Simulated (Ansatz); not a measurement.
# 1T-CdBrI monolayer in a perpendicular field

Wanted: the out-of-plane response of the 1T-CdBrI monolayer. A positive field points along +c.

Program: Ansatz 0.2.0. Level of theory: plane-wave DFT, LDA, Ansatz PAW, in the first sound run; inputs show where later runs differ. Results are calculated unless marked as measured.

Most raw output is cut from this account.

## 1. The starting structure

The cell holds 3 atoms: 1 I, 1 Cd and 1 Br. Its edges and angles: a = 4.200 Å, b = 4.200 Å, c = 35.560 Å, α = 90.0°, β = 90.0°, γ = 120.0°. Vacuum lies along c.

## 2. Relaxation

The starting cell is a guess, so the in-plane lattice and the atoms are relaxed first, with the slab cut off from its images along the normal.

The input, input.yaml:

```yaml
crystal:
  lattice:
    - [4.2, 0.0, 0.0]
    - [-2.1, 3.6373066959, 0.0]
    - [0.0, 0.0, 35.5597564834]
  atoms:
    - { symbol: I, position: [0.6666666667, 0.3333333333, 0.4682259286] }
    - { symbol: Cd, position: [0.0, 0.0, 0.5063438639] }
    - { symbol: Br, position: [0.3333333333, 0.6666666667, 0.5317740714] }
  periodic: [true, true, false]
kpoints:
  mp_grid: { grid: [12, 12, 1] }
hamiltonian:
  xc: lda
scf:
  occupations: { method: fermi_dirac, width: 0.05 }
  convergence: { dr2_threshold: 1.0e-09 }
relax:
  f_tol: 0.004
  max_steps: 90
  cell: {}
output:
  write_potential: true
  write_density: true
  volumetric_format: npy
```

On the command line:

```bash
ansatz run input.yaml --threads 4 --pin off --max-ram 6144MiB --backend cpu --events-out ev --progress --plain --runs-dir out
```

Elapsed: 37 s, on 4 threads of Intel Xeon Platinum 8488C (Sapphire Rapids), shared host; peak memory 0.93 GiB; 2.3 min of CPU time.

Step by step:

```
step  energy less that of the first step (eV)  largest force component (eV/Å)  volume (Å³)
   1                                   0.0000                          2.7556       543.24
   2                                  -0.7608                          1.3654       549.56
   3                                  -1.0185                          0.3254       538.90
   4                                  -1.0615                          0.0823       521.40
   5                                  -1.0710                          0.1017       510.70
   6                                  -1.0748                          0.0213       502.35
   7                                  -1.0749                          0.0038       502.69
  8*                                  -1.0735                          0.0036       502.69
```

Relaxation steps marked * repeat the geometry before them on a plane-wave basis chosen anew for their cell, so energy and pressure can jump there.

Forces are held to the 6 operations that the run works with; a distortion that breaks them can't arise in this run.

```
cell as run  before  after  change
      a (Å)   4.200  4.040  -3.8 %
      b (Å)   4.200  4.040  -3.8 %
```

The atoms that moved most (Å, along periodic axes as changes of fractional coordinates times the final cell, across vacuum about the mean position):

```
atom     dx     dy      dz  length
 Br3  0.000  0.000   0.517   0.517
  I1  0.000  0.000  -0.450   0.450
 Cd2  0.000  0.000  -0.067   0.067
```

The relaxed structure:

```xyz
3
Lattice="4.0402 0.0000 0.0000 -2.0201 3.4989 0.0000 0.0000 0.0000 35.5598" Properties=species:S:1:pos:R:3
I     2.0201    1.1663   16.2004
Cd    0.0000    0.0000   17.9385
Br    0.0000    2.3326   19.4263
```

Numbers from this step:

```yaml
gap_on_the_k_mesh: 2.505 eV
```

The lattice constant a goes from 4.200 to 4.040 Å.

## 3. Atoms held, field 0

A sawtooth potential applies the field, turning back in the middle of the vacuum. With the dipole correction the typed value is the field outside the slab. The induced dipole is small, so the SCF threshold is tight.

The cell differs from the one that the last finished run ended in (c 35.560 → 21.226 Å).

The input, input.yaml:

```yaml
crystal:
  lattice:
    - [4.0402072858, 0.0, 0.0]
    - [-2.0201036429, 3.4989221461, 0.0]
    - [0.0, 0.0, 21.2259072794]
  atoms:
    - { symbol: I, position: [0.6666666667, 0.3333333333, 0.4240101439] }
    - { symbol: Cd, position: [0.0, 0.0, 0.5058928802] }
    - { symbol: Br, position: [0.3333333333, 0.6666666667, 0.5759898561] }
kpoints:
  mp_grid: { grid: [12, 12, 1] }
  band_path:
    path: [[0, 0, 0], [0.5, 0, 0], [0.33333333, 0.33333333, 0], [0, 0, 0]]
    npoints: 16
hamiltonian:
  xc: lda
scf:
  occupations: { method: fermi_dirac, width: 0.05 }
  convergence: { dr2_threshold: 1.0e-10 }
efield:
  axis: 3
  dipole_correction: true
  ramp_position: 0.97
  ramp_width: 0.06
  amplitude: 0
output:
  dos: { projected: true, e_range: [-6, 5] }
  bader: true
  write_potential: true
  write_density: true
  volumetric_format: npy
  elf: true
```

Wall time 9.2 s (4 threads); peak memory 0.69 GiB.

This step gave:

| Quantity | Value |
| --- | --- |
| dipole along the normal | -0.02045 e·Å |
| gap along the path | 2.505 eV |
| smallest direct gap along the path | 2.506 eV |
| step between the vacuum levels | 0.2618 eV |
| ionisation energy, upper face | 6.488 eV |
| electron affinity, upper face | 3.983 eV |
| ionisation energy, lower face | 6.226 eV |
| gap, the smaller of path and mesh | 2.505 eV |

Running mean over a fixed 2.5 Å (it still follows the layers) of the planar mean; the ramp of the sawtooth is left out. Electron's electrostatic potential energy less the Fermi level against z:

```
z (Å)  electron's electrostatic potential energy less the Fermi level (eV)
  3.0                                                                 4.97
  3.5                                                                 4.97
  4.0                                                                 4.97
  4.5                                                                 4.97
  5.0                                                                 4.97
  5.5                                                                 4.96
  6.0                                                                 4.93
  6.5                                                                 4.79
  7.0                                                                 4.15
  7.5                                                                 2.85
  8.0                                                                 1.50
  8.5                                                              -0.0332
  9.0                                                                -1.47
  9.5                                                                -2.67
 10.0                                                                -3.21
 10.5                                                                -3.65
 11.0                                                                -4.55
 11.5                                                                -5.14
 12.0                                                                -4.04
 12.5                                                                -2.31
 13.0                                                               -0.493
 13.5                                                                 2.01
 14.0                                                                 4.24
 14.5                                                                 5.03
 15.0                                                                 5.19
 15.5                                                                 5.23
 16.0                                                                 5.23
 16.5                                                                 5.24
 17.0                                                                 5.24
 17.5                                                                 5.24
 18.0                                                                 5.24
```

The density of states has structure finer than the step of the table below, so its rows give means over 0.25 eV, whole bins alone (the curve runs from -6 to 3.24 eV). Peaks (eV: height): -5.640: 6.32, -5.170: 8.94, -3.350: 6.41, -2.310: 10.4, -2.110: 6.54, -2.060: 6.11, 1.970: 6.45.

Table of density of states by energy, zero at the Fermi level of the run, which the smearing sets inside the gap; means over each step:

```
energy (eV)  density of states (states/eV a cell)
      -5.75                                  1.60
      -5.50                                  3.19
      -5.25                                  2.80
      -5.00                                     0
      -4.75                                  1.35
      -4.50                                  2.37
      -4.25                                  1.56
      -4.00                                  1.96
      -3.75                                  2.44
      -3.50                                  4.17
      -3.25                                  3.97
      -3.00                                  2.50
      -2.75                                  2.04
      -2.50                                  2.13
      -2.25                                  5.56
      -2.00                                  4.24
      -1.75                                  2.87
      -1.50                                  1.50
      -1.25                                 0.477
      -1.00                                     0
      -0.75                                     0
      -0.50                                     0
      -0.25                                     0
       0.00                                     0
       0.25                                     0
       0.50                                     0
       0.75                                     0
       1.00                                     0
       1.25                                 0.329
       1.50                                  1.40
       1.75                                  2.05
       2.00                                  3.64
       2.25                                 0.387
       2.50                                     0
```

Projected DOS per atom over height of the atomic layer and energy from the Fermi level. Layers: I Cd Br from below.

Values in states/eV, 22 rows by 3 columns, each cell a mean:
```
0.00 0.00 0.00
0.00 0.00 0.00
0.27 0.65 0.24
0.52 1.36 0.46
0.16 0.46 0.15
0.00 0.00 0.00
0.00 0.00 0.00
0.00 0.00 0.00
0.00 0.00 0.00
0.00 0.00 0.00
0.26 0.01 0.01
1.64 0.06 0.23
2.78 0.15 1.12
2.21 0.13 1.67
0.68 0.05 1.48
1.36 0.07 2.65
0.89 0.05 1.69
0.62 0.04 0.99
0.97 0.04 1.04
0.30 0.10 0.30
0.75 0.89 1.10
0.39 0.59 0.63
```
Columns: height of the atomic layer (Å) from 9 to 12.2 (not evenly spaced); rows upwards: energy from the Fermi level (eV) from -5.96 to 3.22.

The electronic bands at the labelled points (eV, zero at the Fermi level of the run, which the smearing sets inside the gap):

```
  point  band 19  band 20  band 21  band 22  band 23  band 24  band 25  band 26
      Γ    -2.52    -2.52    -1.25    -1.25     1.25     3.17     4.61     4.90
halfway    -2.94    -2.93    -2.37    -1.54     2.03     3.71     4.95     5.36
      M    -3.39    -3.36    -2.11    -1.74     1.25     3.70     5.12     5.38
halfway    -3.84    -3.45    -2.27    -2.08     1.72     4.51     5.22     5.64
      K    -4.17    -3.90    -2.49    -2.10     1.99     4.68     5.25     6.33
halfway    -3.57    -2.78    -2.31    -1.90     2.20     4.34     4.66     5.52
      Γ    -2.52    -2.52    -1.25    -1.25     1.25     3.17     4.61     4.90
```

Valence density in the ca plane at fractional y = 0.000, with atoms of Cd within 0.2 Å of it. It is the smooth field of the valence electrons, not physical close to the nuclei.

Ten steps, logarithmic in the rise over the least value, from '0' (0 e/Å³) to '9' (23 e/Å³), each cell a mean:
```
00000000000000000258985100000000000000000000
00000000000000000135653100000000000000000000
00000000000000011112221100000000000000000000
00000000000000111111111111000000000000000000
00000000000001121110001111000000000000000000
00000000000001122110001111100000000000000000
00000000000001111110001111000000000000000000
00000000000000111111111110000000000000000000
00000000000000001124432100000000000000000000
00000000000000000147874100000000000000000000
00000000000000000259985200000000000000000000
```
Columns run along c (16.0 Å, from fractional 0.16 to 0.92 of the cell), rows up along a (4.0 Å). Atoms in or near the plane, at fractional coordinates: Cd at (0.51, 0.00).

ELF in the ca plane at fractional y = 0.000, with atoms of Cd within 0.2 Å of it. It is the smooth field of the valence electrons, not physical close to the nuclei.

Values, 6 rows by 16 columns, each cell a mean:
```
0.00 0.00 0.00 0.00 0.03 0.11 0.25 0.57 0.20 0.05 0.01 0.00 0.00 0.00 0.00 0.00
0.00 0.00 0.00 0.04 0.30 0.52 0.29 0.19 0.28 0.36 0.10 0.01 0.00 0.00 0.00 0.00
0.00 0.00 0.01 0.13 0.60 0.72 0.53 0.14 0.61 0.68 0.27 0.02 0.00 0.00 0.00 0.00
0.00 0.00 0.00 0.11 0.55 0.71 0.49 0.14 0.55 0.63 0.24 0.02 0.00 0.00 0.00 0.00
0.00 0.00 0.00 0.02 0.19 0.38 0.23 0.27 0.20 0.23 0.05 0.00 0.00 0.00 0.00 0.00
0.00 0.00 0.00 0.00 0.02 0.07 0.28 0.68 0.22 0.04 0.00 0.00 0.00 0.00 0.00 0.00
```
Columns run along c (16.0 Å, from fractional 0.16 to 0.92 of the cell), rows up along a (4.0 Å). Atoms in or near the plane, at fractional coordinates: Cd at (0.51, 0.00).

Electrostatic potential energy in the ca plane at fractional y = 0.000, with atoms of Cd within 0.2 Å of it. With pseudopotentials it is smooth inside the atoms' cores, unlike the true potential.

Ten even steps from '0' (-23 eV) to '9' (4 eV), each cell a mean:
```
99999999999999999999872000048999999999999999
99999999999999999999874100268999999999999999
99999999999999999998887544688999999999999999
99999999999999999987788888888899999999999999
99999999999999999876678899888889999999999999
99999999999999999876678999887889999999999999
99999999999999999987778888888899999999999999
99999999999999999988888766788999999999999999
99999999999999999999886311478999999999999999
99999999999999999999873000058999999999999999
99999999999999999999861000037999999999999999
```
Columns run along c (16.0 Å, from fractional 0.09 to 0.84 of the cell; values clipped at the 3rd and 97th percentile), rows up along a (4.0 Å). Atoms in or near the plane, at fractional coordinates: Cd at (0.51, 0.00).

The gap is 2.50 eV, with the valence edge 6.49 eV and the conduction edge 3.98 eV under the upper vacuum level. Spin-orbit coupling, left out in this run, matters for the bands of elements this heavy.

## 4. Atoms held, field 0.03 V/Å

Edit input.yaml of step 3 so:

```diff
@@ -24,6 +24,4 @@
   ramp_width: 0.06
-  amplitude: 0
+  amplitude: 0.03
 output:
-  dos: { projected: true, e_range: [-6, 5] }
-  bader: true
   write_potential: true
@@ -31,2 +29 @@
   volumetric_format: npy
-  elf: true
```

The job ended after 5.4 s (4 threads; peak memory 0.67 GiB; 21 s of CPU time).

The dipole is -0.00869 e·Å, 0.0118 e·Å from its value without field, and the gap 2.510 eV.

## 5. Single point, field -0.03 V/Å

Edit input.yaml of step 4 so:

```diff
@@ -24,3 +24,3 @@
   ramp_width: 0.06
-  amplitude: 0.03
+  amplitude: -0.03
 output:
```

The job ended after 5.7 s (4 threads; peak memory 0.67 GiB; 21 s of CPU time).

The dipole is -0.0322 e·Å, -0.0118 e·Å from its value without field, and the gap 2.498 eV.

## 6. Atoms held, field 0.15 V/Å

Edit input.yaml of step 5 so:

```diff
@@ -24,3 +24,3 @@
   ramp_width: 0.06
-  amplitude: -0.03
+  amplitude: 0.15
 output:
```

Elapsed: 5.7 s, on 4 threads; peak memory 0.64 GiB.

The dipole is 0.0384 e·Å, 0.0589 e·Å from its value without field, and the gap 2.528 eV.

## 7. Single point, field 0.25 V/Å

Edit input.yaml of step 6 so:

```diff
@@ -24,3 +24,3 @@
   ramp_width: 0.06
-  amplitude: 0.15
+  amplitude: 0.25
 output:
```

Wall time 5.5 s (4 threads); peak memory 0.66 GiB.

The dipole is 0.0777 e·Å, 0.0981 e·Å from its value without field, and the gap 2.544 eV.

## 8. Single point, field -0.25 V/Å

Edit input.yaml of step 7 so:

```diff
@@ -24,4 +24,6 @@
   ramp_width: 0.06
-  amplitude: 0.25
+  amplitude: -0.25
 output:
+  dos: { projected: true, e_range: [-6, 5] }
+  bader: true
   write_potential: true
@@ -29 +31,2 @@
   volumetric_format: npy
+  elf: true
```

Wall time 9.7 s (4 threads); peak memory 0.7 GiB.

The dipole is -0.118 e·Å, -0.0980 e·Å from its value without field, and the gap 2.441 eV.

## 9. Response, atoms held

This step: plane-wave DFT, LDA, Ansatz PAW; response to a field along the normal, atoms held (Ansatz 0.2.0).

The dipoles give the slope, and the difference of two potentials shows where the field is screened.

Numbers from this step:

* equivalent conductor thickness p/(ε₀AE): 5.021 Å
* distance between the outer atoms: 3.226 Å

The dipole of the cell by applied field:

```
applied field (V/Å)  dipole of the cell (e·Å)
             -0.250                    -0.118
             -0.030                   -0.0322
              0.000                   -0.0205
              0.030                  -0.00869
              0.150                    0.0384
              0.250                    0.0777
```

Local field over the applied field, running mean. From the potentials at -0.03 and 0.03 V/Å; running mean over 2.5 Å. Local field over applied field against z:

```
z (Å)  local field over applied field
  4.5                           0.999
  5.0                           0.995
  5.5                           0.986
  6.0                           0.958
  6.5                           0.893
  7.0                           0.771
  7.5                           0.609
  8.0                           0.432
  8.5                           0.270
  9.0                           0.157
  9.5                           0.118
 10.0                           0.121
 10.5                           0.133
 11.0                           0.146
 11.5                           0.164
 12.0                           0.207
 12.5                           0.305
 13.0                           0.454
 13.5                           0.621
 14.0                           0.779
 14.5                           0.897
 15.0                           0.961
 15.5                           0.987
 16.0                           0.996
 16.5                           0.999
 17.0                           1.000
```

Electrons, planar mean, per unit field. Induced electron density against z:

```
z (Å)  induced electron density (e/Å³ per V/Å)
 4.13                                   2.0e-6
 4.42                                   4.2e-6
 4.86                                   1.3e-5
 5.16                                   2.6e-5
 5.60                                   7.6e-5
 5.90                                   1.5e-4
 6.19                                   2.9e-4
 6.63                                   7.3e-4
 6.93                                  0.00125
 7.22                                  0.00200
 7.66                                  0.00323
 7.96                                  0.00341
 8.40                                  0.00173
 8.70                                  0.00128
 8.99                                   7.5e-4
 9.43                                  -1.4e-4
 9.73                                  -6.1e-4
10.02                                 -0.00114
10.47                                  -6.3e-4
10.76                                   8.3e-5
11.20                                   8.4e-4
11.50                                   6.9e-4
11.79                                  -6.2e-5
12.23                                  -8.8e-4
12.53                                 -0.00139
12.82                                 -0.00248
13.27                                 -0.00335
13.56                                 -0.00268
14.00                                 -0.00139
14.30                                  -7.9e-4
14.59                                  -4.3e-4
15.04                                  -1.6e-4
15.33                                  -7.7e-5
15.62                                  -3.7e-5
16.07                                  -1.2e-5
16.36                                  -5.6e-6
16.80                                  -1.8e-6
17.10                                  -8.1e-7
```

The smaller of the gaps on the path and on the k-mesh, counted as 0 under 0.03 eV. Gap against applied field:

```
applied field (V/Å)  gap (eV)
             -0.250      2.44
             -0.030      2.50
              0.000      2.50
              0.030      2.51
              0.150      2.53
              0.250      2.54
```

By hand: between -0.03 and 0.03 V/Å the dipole changes by 0.02353 e·Å, a slope of 0.3922 e·Å²/V. A perfect conductor of thickness t has p = ε₀AEt, so t = 180.95 × 0.3922 / 14.136 = 5.02 Å (e/ε₀ = 180.95 V·Å, A in Å²).

The induced dipole is that of a conductor 5.02 Å thick.

(Continued in part 2 of 2.)

[Logs are printed without paths, hosts, clocks, repeated set-up lines and the standing remarks that a program may print on its own settings, such as how far it seeks lower states.]

[Hosts, paths, dates, database ids (printed as entryN), source tags and the programs' standing remarks are cut or masked in the printed files.]

[Maps of the electrostatic potential energy from Ansatz leave out the sawtooth potential of an applied field or a dipole correction, so their vacuum need not be flat; planar profiles and work functions include it.]

[The density of states shown here was stored with 400 of the rows of the run's finer table, so its peaks can read low, often by over a quarter, or be missed, and its means over a window can be off by a tenth or more.]
